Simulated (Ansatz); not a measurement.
# Ab initio dynamics of molten Be13.9F57.7La0.7Li27.8 (281 atoms), part 2 of 4

Aim: follow Be13.9F57.7La0.7Li27.8 (281 atoms) in the fluid state with forces from DFT, and read its local order and motion.

Ansatz 0.2.0; Kohn-Sham DFT, PBE, PAW (set soft_2), plane waves.

The cell: 39 Be, 162 F, 2 La and 78 Li. The Brillouin zone is sampled at Γ only, in a cell whose shortest periodic width is 15 Å. No spin–orbit coupling is included.

So far. Step 3 (Melting at 1310 K): Over the second half of 260 fs the temperature averages 2025 K, falling from about 2442 to 1740 K (means over the first and last quarter of that half). From first frame to last Li has the largest mean square displacement, 6.5 Å² at the end; the farthest move is 4.94 Å. By the end of the lags followed (0.13 ps), the least mobile element has a mean square displacement of 0.35 Å², too little over such short lags to show that the memory of the start is lost.

## 4. Brought to 873 K

A Langevin thermostat brings the cell to the temperature of interest.

input.yaml

```yaml
crystal:
  lattice:
    - [15.1719, 0.0, 0.0]
    - [0.0, 15.1719, 0.0]
    - [0.0, 0.0, 15.1719]
  atoms:
    - { symbol: Be, position: [0.75478, 0.02135, 0.729] }
    - { symbol: Be, position: [0.84135, 0.35392, 0.95928] }
    - { symbol: Be, position: [0.47525, 0.28291, 0.19524] }
    - { symbol: Be, position: [0.3922, 0.75241, 0.38675] }
    - { symbol: Be, position: [0.89439, 0.97045, 0.4054] }
    - { symbol: Be, position: [0.92541, 0.19725, 0.19799] }
    - { symbol: Be, position: [0.76444, 0.95852, 0.2373] }
    - { symbol: Be, position: [0.93055, 0.3618, 0.67602] }
    - { symbol: Be, position: [0.40419, 0.65645, 0.0443] }
    - { symbol: Be, position: [0.77427, 0.23116, 0.86962] }
    - { symbol: Be, position: [0.68358, 0.65281, 0.64393] }
    - { symbol: Be, position: [0.82152, 0.53959, 0.25714] }
    - { symbol: Be, position: [0.24124, 0.0182, 0.27067] }
    - { symbol: Be, position: [0.77648, 0.34093, 0.60237] }
    - { symbol: Be, position: [0.36261, 0.26553, 0.90749] }
    - { symbol: Be, position: [0.99389, 0.21552, 0.04037] }
    - { symbol: Be, position: [0.63375, 0.04835, 0.08061] }
    - { symbol: Be, position: [0.16084, 0.89415, 0.14806] }
    - { symbol: Be, position: [0.97727, 0.55151, 0.15716] }
    - { symbol: Be, position: [0.81627, 0.59569, 0.76149] }
    - { symbol: Be, position: [0.59023, 0.30177, 0.65994] }
    - { symbol: Be, position: [0.35382, 0.46345, 0.88986] }
    - { symbol: Be, position: [0.05087, 0.77037, 0.69512] }
    - { symbol: Be, position: [0.50771, 0.45606, 0.58191] }
    - { symbol: Be, position: [0.66686, 0.10881, 0.85077] }
    - { symbol: Be, position: [0.03626, 0.84968, 0.41151] }
    - { symbol: Be, position: [0.60241, 0.60824, 0.51874] }
    - { symbol: Be, position: [0.23243, 0.70967, 0.75954] }
    - { symbol: Be, position: [0.36011, 0.40153, 0.68275] }
    - { symbol: Be, position: [0.38772, 0.93972, 0.86389] }
    - { symbol: Be, position: [0.99686, 0.40815, 0.49646] }
    - { symbol: Be, position: [0.51805, 0.21648, 0.48485] }
    [... 243 atom lines left out ...]
    - { symbol: Li, position: [0.22137, 0.60305, 0.92238] }
    - { symbol: Li, position: [0.67441, 0.43694, 0.13745] }
    - { symbol: Li, position: [0.6565, 0.87988, 0.42835] }
    - { symbol: Li, position: [0.33029, 0.12842, 0.75802] }
    - { symbol: Li, position: [0.99731, 0.19998, 0.80075] }
    - { symbol: Li, position: [0.02545, 0.63677, 0.86606] }
kpoints:
  mp_grid: { grid: [1, 1, 1] }
hamiltonian:
  xc: pbe
scf:
  occupations: { method: fermi_dirac, width: 0.075 }
output:
  forces: true
md:
  timestep: 2
  n_steps: 160
  ensemble: nvt_langevin
  temperature: 873
  initial_velocities: maxwell_boltzmann
  seed: 822
```

Command:

```console
$ ansatz run input.yaml --threads 32 --pin off --max-ram 143360MiB --backend cuda --events-out ev --progress --plain --runs-dir out
```

Numbers of over 12 decimals in the logs are rounded to 6 here.

Log:

```text
[...]
Crystal: 281 atoms, lattice volume = 3492.367 Å³
Basis set: ecut = 420 eV, 68243 PW (Γ), exchange–correlation on 216×216×216 points (8 copies of the dense FFT grid, shifted against one another)
Bands: 1015, of which v1, the nominal top of the filled ones, is band 734 counted from 1 (733 counted from 0)
Symmetry: 1 space group operations
k-points: 1
[...]
SCF iter   1: F=—  HF=-163368.166675 eV  |F-HF|=—  |Δ(HF+E_count)|=         —  Δρ=2.73e-3  dr2=5.03e-1  ethr=1.77e-3  ⟨swp⟩=5.0  Hψ=4034  notcnv=0  defer=205
[...]
SCF iter   2: F=—  HF=-163368.023142 eV  |F-HF|=—  |Δ(HF+E_count)|=   1.44e-1  Δρ=1.43e-3  dr2=1.47e-1  ethr=3.43e-5  ⟨swp⟩=2.0  Hψ=1699  notcnv=0  defer=239
[...]
SCF iter  10: F=-163367.979303 eV  HF=-163367.979303 eV  |F-HF|=3.28e-8  |Δ(HF+E_count)|=   1.30e-7  Δρ=1.73e-6  dr2=7.03e-8  ethr=6.81e-12  ⟨swp⟩=4.0  Hψ=2585  notcnv=0
SCF 1 converged in 10 iterations: F = -163367.979303 eV  dr2 = 7.03e-8
[...]
md step     0: t =     0.00 fs  T =   869.9 K  F+E_penalty+E_count = -163367.97930280 eV  E_kin = 31.596314 eV  (10 SCF iters)
[... from here on, the SCF cycles and remarks between the steps are left out ...]
md step    10: t =    20.00 fs  T =  1206.4 K  F+E_penalty+E_count = -163382.01223491 eV  E_kin = 43.819435 eV  (10 SCF iters)
md step    22: t =    44.00 fs  T =  1221.7 K  F+E_penalty+E_count = -163386.22074100 eV  E_kin = 44.373720 eV  (8 SCF iters)
md step    34: t =    68.00 fs  T =  1190.4 K  F+E_penalty+E_count = -163388.81199616 eV  E_kin = 43.237773 eV  (8 SCF iters)
md step    46: t =    92.00 fs  T =  1142.4 K  F+E_penalty+E_count = -163393.34246555 eV  E_kin = 41.495718 eV  (8 SCF iters)
md step    58: t =   116.00 fs  T =  1146.3 K  F+E_penalty+E_count = -163395.57932405 eV  E_kin = 41.637353 eV  (8 SCF iters)
md step    70: t =   140.00 fs  T =  1044.6 K  F+E_penalty+E_count = -163395.12613877 eV  E_kin = 37.943301 eV  (9 SCF iters)
md step    82: t =   164.00 fs  T =  1014.4 K  F+E_penalty+E_count = -163396.77649149 eV  E_kin = 36.844856 eV  (8 SCF iters)
md step    94: t =   188.00 fs  T =  1002.9 K  F+E_penalty+E_count = -163399.14508281 eV  E_kin = 36.427267 eV  (8 SCF iters)
md step   106: t =   212.00 fs  T =  1006.6 K  F+E_penalty+E_count = -163401.18848974 eV  E_kin = 36.561907 eV  (8 SCF iters)
md step   118: t =   236.00 fs  T =  1030.8 K  F+E_penalty+E_count = -163402.62975265 eV  E_kin = 37.442308 eV  (8 SCF iters)
md step   130: t =   260.00 fs  T =   991.1 K  F+E_penalty+E_count = -163402.96576144 eV  E_kin = 36.000200 eV  (9 SCF iters)
md step   142: t =   284.00 fs  T =   896.6 K  F+E_penalty+E_count = -163403.77008599 eV  E_kin = 32.564976 eV  (7 SCF iters)
md step   150: t =   300.00 fs  T =   905.1 K  F+E_penalty+E_count = -163405.08733773 eV  E_kin = 32.876477 eV  (9 SCF iters)
md step   152: t =   304.00 fs  T =   936.8 K  F+E_penalty+E_count = -163406.07735660 eV  E_kin = 34.024808 eV  (8 SCF iters)
md step   154: t =   308.00 fs  T =   988.8 K  F+E_penalty+E_count = -163407.80769223 eV  E_kin = 35.913989 eV  (8 SCF iters)
md step   156: t =   312.00 fs  T =   970.2 K  F+E_penalty+E_count = -163407.97600226 eV  E_kin = 35.240973 eV  (8 SCF iters)
md step   158: t =   316.00 fs  T =   979.3 K  F+E_penalty+E_count = -163407.61349247 eV  E_kin = 35.571310 eV  (7 SCF iters)
md step   159: t =   318.00 fs  T =   972.0 K  F+E_penalty+E_count = -163407.08177097 eV  E_kin = 35.304527 eV  (8 SCF iters)
md step   160: t =   320.00 fs  T =   956.9 K  F+E_penalty+E_count = -163406.33713756 eV  E_kin = 34.758292 eV  (9 SCF iters)
SCF converged after 9 iterations
Free energy (F): -163406.337138 eV
[...]
Internal energy: -163406.337138 eV  (E = F + TS)
E sigma→0 (E₀):  -163406.337138 eV
Fermi energy:    2.052229 eV
[...]
--- Forces (eV/Å), atoms counted from 1 ---
[... 281 lines of forces left out ...]
  max |Σ_I F_I| component: 3.98e-5 eV/Å
--- MD trajectory: 160 steps, t = 0.0 → 320.0 fs ---
[...]
```

It took 2.2 min on 1 × NVIDIA GB200 with 32 threads of Arm Neoverse V2, shared host; peak memory 1.8 GiB.

That memory is the host's.

The trajectory, sampled:

```tsv
time (fs)	T (K)	potential (meV/atom)
0.0	870	0.0
20.0	1206	-49.9
44.0	1222	-64.9
64.0	1163	-72.6
84.0	1207	-89.2
108.0	1108	-91.6
128.0	1023	-89.7
148.0	1084	-102.5
172.0	960	-104.2
192.0	987	-110.2
212.0	1007	-118.2
236.0	1031	-123.3
256.0	956	-119.4
276.0	969	-131.1
300.0	905	-132.1
320.0	957	-136.5
```

Mean square displacement from the first frame to the last: Be 0.60 Å², F 1.0 Å², La 0.35 Å², Li 1.9 Å².

Mean square displacement against time lag:

```tsv
time lag (fs)	Be (Å²)	F (Å²)	La (Å²)	Li (Å²)
2.0	0.00121	5.5e-4	7.2e-5	0.00152
8.0	0.0175	0.00855	0.00112	0.0234
14.0	0.0435	0.0248	0.00328	0.0670
20.0	0.0668	0.0471	0.00637	0.125
28.0	0.0856	0.0826	0.0116	0.212
34.0	0.0949	0.111	0.0163	0.277
40.0	0.107	0.141	0.0216	0.339
48.0	0.128	0.180	0.0294	0.417
54.0	0.146	0.209	0.0356	0.472
60.0	0.162	0.237	0.0422	0.524
66.0	0.176	0.263	0.0492	0.574
74.0	0.194	0.298	0.0590	0.637
80.0	0.211	0.323	0.0667	0.682
86.0	0.228	0.347	0.0747	0.724
94.0	0.252	0.379	0.0855	0.777
100.0	0.268	0.403	0.0935	0.812
106.0	0.283	0.426	0.101	0.845
112.0	0.299	0.449	0.109	0.876
120.0	0.319	0.479	0.118	0.914
126.0	0.335	0.501	0.124	0.941
132.0	0.349	0.522	0.130	0.966
140.0	0.367	0.550	0.136	0.996
146.0	0.381	0.569	0.140	1.02
152.0	0.395	0.588	0.144	1.04
160.0	0.415	0.613	0.149	1.06
```

Over the second half of 320 fs the temperature averages 987 K, falling from about 1012 to 938 K (means over the first and last quarter of that half). From first frame to last Li has the largest mean square displacement, 1.9 Å² at the end; the farthest move is 2.68 Å. The run spans 0.32 ps, too short for its means to be equilibrium values.

## 5. Liquid at 873 K

The hot cell is sampled with a Nosé–Hoover thermostat, which disturbs diffusion little, and with stress on.

input.yaml

```yaml
crystal:
  lattice:
    - [15.1719, 0.0, 0.0]
    - [0.0, 15.1719, 0.0]
    - [0.0, 0.0, 15.1719]
  atoms:
    - { symbol: Be, position: [0.77045, 0.92211, 0.72612] }
    - { symbol: Be, position: [0.84072, 0.36439, 0.98336] }
    - { symbol: Be, position: [0.48415, 0.30964, 0.20025] }
    - { symbol: Be, position: [0.3704, 0.7124, 0.38813] }
    - { symbol: Be, position: [0.94314, 0.91946, 0.38785] }
    - { symbol: Be, position: [0.9498, 0.13961, 0.16506] }
    - { symbol: Be, position: [0.82493, 0.92347, 0.24969] }
    - { symbol: Be, position: [0.93655, 0.36601, 0.66683] }
    - { symbol: Be, position: [0.40708, 0.68041, 0.08129] }
    - { symbol: Be, position: [0.77081, 0.2173, 0.8756] }
    - { symbol: Be, position: [0.68131, 0.58896, 0.66846] }
    - { symbol: Be, position: [0.81247, 0.52139, 0.27969] }
    - { symbol: Be, position: [0.22909, 0.9595, 0.31932] }
    - { symbol: Be, position: [0.761, 0.33354, 0.62079] }
    - { symbol: Be, position: [0.41833, 0.27174, 0.92632] }
    - { symbol: Be, position: [0.02202, 0.27072, 0.00841] }
    - { symbol: Be, position: [0.64421, 0.01591, 0.0855] }
    - { symbol: Be, position: [0.18145, 0.88826, 0.15122] }
    - { symbol: Be, position: [0.94574, 0.56048, 0.15911] }
    - { symbol: Be, position: [0.82488, 0.64013, 0.784] }
    - { symbol: Be, position: [0.58711, 0.28224, 0.66573] }
    - { symbol: Be, position: [0.35883, 0.44253, 0.89693] }
    - { symbol: Be, position: [0.03387, 0.78019, 0.63867] }
    - { symbol: Be, position: [0.49436, 0.42378, 0.55149] }
    - { symbol: Be, position: [0.65134, 0.07506, 0.89741] }
    - { symbol: Be, position: [0.07687, 0.83364, 0.38918] }
    - { symbol: Be, position: [0.59642, 0.58489, 0.49877] }
    - { symbol: Be, position: [0.22954, 0.68676, 0.73316] }
    - { symbol: Be, position: [0.33951, 0.46191, 0.70177] }
    - { symbol: Be, position: [0.3778, 0.96398, 0.85588] }
    - { symbol: Be, position: [0.97427, 0.40683, 0.48558] }
    - { symbol: Be, position: [0.56654, 0.1902, 0.46341] }
    [... 243 atom lines left out ...]
    - { symbol: Li, position: [0.17839, 0.58594, 0.91785] }
    - { symbol: Li, position: [0.76407, 0.49107, 0.09436] }
    - { symbol: Li, position: [0.64443, 0.82676, 0.35292] }
    - { symbol: Li, position: [0.2781, 0.07712, 0.69465] }
    - { symbol: Li, position: [0.994, 0.21226, 0.80589] }
    - { symbol: Li, position: [0.02913, 0.6901, 0.80176] }
kpoints:
  mp_grid: { grid: [1, 1, 1] }
hamiltonian:
  xc: pbe
scf:
  occupations: { method: fermi_dirac, width: 0.075 }
output:
  forces: true
  stress: true
md:
  timestep: 2
  n_steps: 980
  ensemble: nvt_nose_hoover
  temperature: 873
  initial_velocities: maxwell_boltzmann
  seed: 6773
```

Log:

```text
[...]
Warning: output.stress: scf.convergence.dr2_threshold = 1e-7 eV (the SCF's general default) is looser than the 1.08e-8 eV advised for a printed stress (1e-10 eV for each atom of the cell: 281, of which 108 are counted). What an SCF threshold leaves in a stress goes as its square root, and in the free energy as the threshold itself, and one threshold admits the most on a small cell: [...]
[...]
Crystal: 281 atoms, lattice volume = 3492.367 Å³
Basis set: ecut = 420 eV, 68243 PW (Γ), exchange–correlation on 216×216×216 points (8 copies of the dense FFT grid, shifted against one another)
Bands: 1015, of which v1, the nominal top of the filled ones, is band 734 counted from 1 (733 counted from 0)
Symmetry: 1 space group operations
k-points: 1
[...]
SCF iter   1: F=—  HF=-163406.442559 eV  |F-HF|=—  |Δ(HF+E_count)|=         —  Δρ=1.88e-3  dr2=2.79e-1  ethr=1.77e-3  ⟨swp⟩=5.0  Hψ=4005  notcnv=0  defer=227
[...]
SCF 1 converged in 9 iterations: F = -163406.336692 eV  dr2 = 6.99e-8
[...]
md step    80: t =   160.00 fs  T =   905.3 K  F+E_penalty+E_count = -163410.91487355 eV  E_kin = 32.764950 eV  conserved = -163374.76457420 eV  P_inst = 1.6974 GPa  (9 SCF iters)
[... from here on, the SCF cycles and remarks between the steps are left out ...]
md step   190: t =   380.00 fs  T =   855.2 K  F+E_penalty+E_count = -163411.77661042 eV  E_kin = 30.953655 eV  conserved = -163374.79057158 eV  P_inst = 1.2305 GPa  (9 SCF iters)
md step   300: t =   600.00 fs  T =   897.1 K  F+E_penalty+E_count = -163411.27815214 eV  E_kin = 32.468490 eV  conserved = -163374.75547500 eV  P_inst = 1.2456 GPa  (9 SCF iters)
md step   410: t =   820.00 fs  T =   865.4 K  F+E_penalty+E_count = -163415.72672680 eV  E_kin = 31.322120 eV  conserved = -163374.79194484 eV  P_inst = 0.7680 GPa  (9 SCF iters)
md step   520: t =  1040.00 fs  T =   919.4 K  F+E_penalty+E_count = -163414.27829594 eV  E_kin = 33.275639 eV  conserved = -163374.76883494 eV  P_inst = 1.1054 GPa  (9 SCF iters)
md step   630: t =  1260.00 fs  T =   817.2 K  F+E_penalty+E_count = -163414.20431275 eV  E_kin = 29.577128 eV  conserved = -163374.79034639 eV  P_inst = 0.6542 GPa  (9 SCF iters)
md step   740: t =  1480.00 fs  T =   871.8 K  F+E_penalty+E_count = -163415.20243526 eV  E_kin = 31.551166 eV  conserved = -163374.78817878 eV  P_inst = 0.7302 GPa  (9 SCF iters)
md step   850: t =  1700.00 fs  T =   931.6 K  F+E_penalty+E_count = -163414.38792776 eV  E_kin = 33.716786 eV  conserved = -163374.77505386 eV  P_inst = 0.9071 GPa  (9 SCF iters)
md step   960: t =  1920.00 fs  T =   885.4 K  F+E_penalty+E_count = -163416.57763940 eV  E_kin = 32.043305 eV  conserved = -163374.83139742 eV  P_inst = 0.9149 GPa  (9 SCF iters)
md step   970: t =  1940.00 fs  T =   840.0 K  F+E_penalty+E_count = -163414.42754831 eV  E_kin = 30.403623 eV  conserved = -163374.78060376 eV  P_inst = 1.4128 GPa  (9 SCF iters)
md step   979: t =  1958.00 fs  T =   923.7 K  F+E_penalty+E_count = -163417.03692720 eV  E_kin = 33.431962 eV  conserved = -163374.81701713 eV  P_inst = 1.4589 GPa  (6 SCF iters)
md step   980: t =  1960.00 fs  T =   920.7 K  F+E_penalty+E_count = -163416.88089417 eV  E_kin = 33.323483 eV  conserved = -163374.81743657 eV  P_inst = 1.4708 GPa  (9 SCF iters)
SCF converged after 9 iterations
Free energy (F): -163416.880894 eV
[...]
Internal energy: -163416.880894 eV  (E = F + TS)
E sigma→0 (E₀):  -163416.880894 eV
Fermi energy:    1.670698 eV
[...]
--- Forces (eV/Å), atoms counted from 1 ---
[... 281 lines of forces left out ...]
  max |Σ_I F_I| component: 1.27e-4 eV/Å
--- Stress (GPa, compression-positive) ---
        0.135474      -0.315810      -0.506773
       -0.315811       0.137521       0.641852
       -0.506772       0.641847       1.071049
  P = ⅓ Tr σ = 0.4480 GPa (4.480 kbar)
--- MD trajectory: 980 steps, t = 0.0 → 1960.0 fs ---
[...]
conserved energy: peak-to-peak 1.009e-1 eV (3.590e-4 eV/atom) over 1960.0 fs
```

Wall time 14 min (1 × NVIDIA GB200 with 32 threads); peak memory 1.9 GiB; 65 min of CPU time.

That memory is the host's.

The program notes that the SCF threshold is loose for the stress.

The trajectory, sampled:

```tsv
time (fs)	T (K)	potential (meV/atom)	conserved (meV/atom)
0.0	873	0.0	0.00
140.0	930	-15.2	-0.06
260.0	834	-17.4	-0.07
400.0	857	-18.7	-0.12
520.0	878	-15.3	-0.09
660.0	891	-24.1	-0.15
780.0	842	-30.4	-0.23
920.0	853	-28.3	-0.13
1040.0	919	-28.3	-0.10
1180.0	857	-23.4	-0.13
1300.0	829	-31.9	-0.23
1440.0	868	-34.8	-0.19
1560.0	878	-21.9	-0.09
1700.0	932	-28.7	-0.12
1820.0	786	-28.7	-0.23
1960.0	921	-37.5	-0.27
```

Mean square displacement from the first frame to the last: Be 2.1 Å², F 3.4 Å², La 0.27 Å², Li 6.2 Å².

The mean square displacement by time lag:

```tsv
time lag (fs)	Be (Å²)	F (Å²)	La (Å²)	Li (Å²)
2	9.6e-4	4.7e-4	5.9e-5	0.00127
42	0.0828	0.136	0.0229	0.305
82	0.162	0.302	0.0699	0.551
124	0.250	0.447	0.126	0.753
164	0.319	0.565	0.178	0.922
204	0.375	0.663	0.225	1.07
246	0.426	0.745	0.267	1.22
286	0.468	0.810	0.305	1.36
328	0.511	0.872	0.344	1.50
368	0.551	0.924	0.375	1.62
408	0.588	0.975	0.394	1.74
450	0.625	1.03	0.407	1.87
490	0.657	1.07	0.419	1.98
530	0.688	1.11	0.433	2.10
572	0.715	1.16	0.453	2.24
612	0.745	1.21	0.478	2.37
654	0.777	1.27	0.506	2.51
694	0.806	1.32	0.529	2.64
734	0.840	1.37	0.543	2.77
776	0.881	1.42	0.546	2.89
816	0.924	1.47	0.544	3.01
856	0.971	1.52	0.544	3.13
898	1.02	1.57	0.544	3.28
938	1.06	1.63	0.540	3.43
980	1.11	1.70	0.531	3.58
```

The vibrational density of states has structure finer than the step of the table below, so its rows give means over 50 cm⁻¹, whole bins alone (the curve runs from 0 to 1498 cm⁻¹). Peaks (cm⁻¹: height): Be 74.4: 0.0875, 350.6: 0.0974, 764.9: 0.314, 828.6: 0.31; F 233.7: 1.47; La 63.7: 0.0531, 233.7: 0.0208; Li 159.3: 0.526, 244.3: 0.612.

From 785 steps of 2.0 fs, resolution about 21 cm-1. The vibrational density of states by wavenumber; means over each step; values in 1e-3 per cm⁻¹:

```tsv
wavenumber (cm⁻¹)	Be	F	La	Li
50	0.0760	1.17	0.0424	0.290
100	0.0838	1.34	0.0371	0.358
150	0.0779	1.36	0.0119	0.488
200	0.0608	1.36	0.00917	0.460
250	0.0562	1.38	0.0113	0.591
300	0.0689	1.04	0.00264	0.548
350	0.0918	0.934	0.00230	0.488
400	0.0735	0.638	0.00231	0.472
450	0.0727	0.429	0.00194	0.493
500	0.0733	0.401	5.6e-4	0.398
550	0.102	0.324	4.5e-4	0.320
600	0.105	0.248	2.9e-4	0.201
650	0.126	0.124	1.4e-4	0.120
700	0.227	0.0998	1.3e-4	0.0831
750	0.292	0.0935	8.9e-5	0.0560
800	0.288	0.0853	8.7e-5	0.0436
850	0.291	0.0818	8.2e-5	0.0313
900	0.211	0.0607	3.8e-5	0.0230
950	0.115	0.0354	2.2e-5	0.0166
1000	0.0615	0.0217	1.2e-5	0.0115
1050	0.0343	0.0130	6.4e-6	0.00828
1100	0.0142	0.00717	2.1e-6	0.00594
1150	0.0125	0.00582	1.2e-6	0.00409
1200	0.00832	0.00397	1.2e-6	0.00280
1250	0.00696	0.00321	7.9e-7	0.00195
1300	0.00618	0.00270	7.8e-7	0.00147
1350	0.00550	0.00220	4.8e-7	0.00124
1400	0.00439	0.00184	2.7e-7	8.4e-4
1450	0.00374	0.00162	2.2e-7	5.8e-4
```

Over the second half of 1960 fs the temperature averages 878 K with swings of 48 K r.m.s. The conserved energy stays within 0.36 meV/atom, peak to peak. From first frame to last Li has the largest mean square displacement, 6.2 Å² at the end; the farthest move is 4.86 Å. By the end of the lags followed (0.98 ps), the least mobile element has a mean square displacement of 0.53 Å². The slope of the later half of the mean square displacement gives diffusion coefficients of about 5.4e-5 cm²/s (Li); over so short a run these are rough. The most distinct maxima of the vibrational density of states (Be) lie at 74, 351, 765 and 829 cm⁻¹, the highest at 765 cm⁻¹. The run spans 1.96 ps, short against slow rearrangements.

(Part 2 of 4 ends here.)

[Logs are printed without paths, hosts, clocks, repeated set-up lines and the standing remarks that a program may print on its own settings, such as how far it seeks lower states.]

[Hosts, paths, dates, database ids (printed as entryN), source tags and the programs' standing remarks are cut or masked in the printed files.]
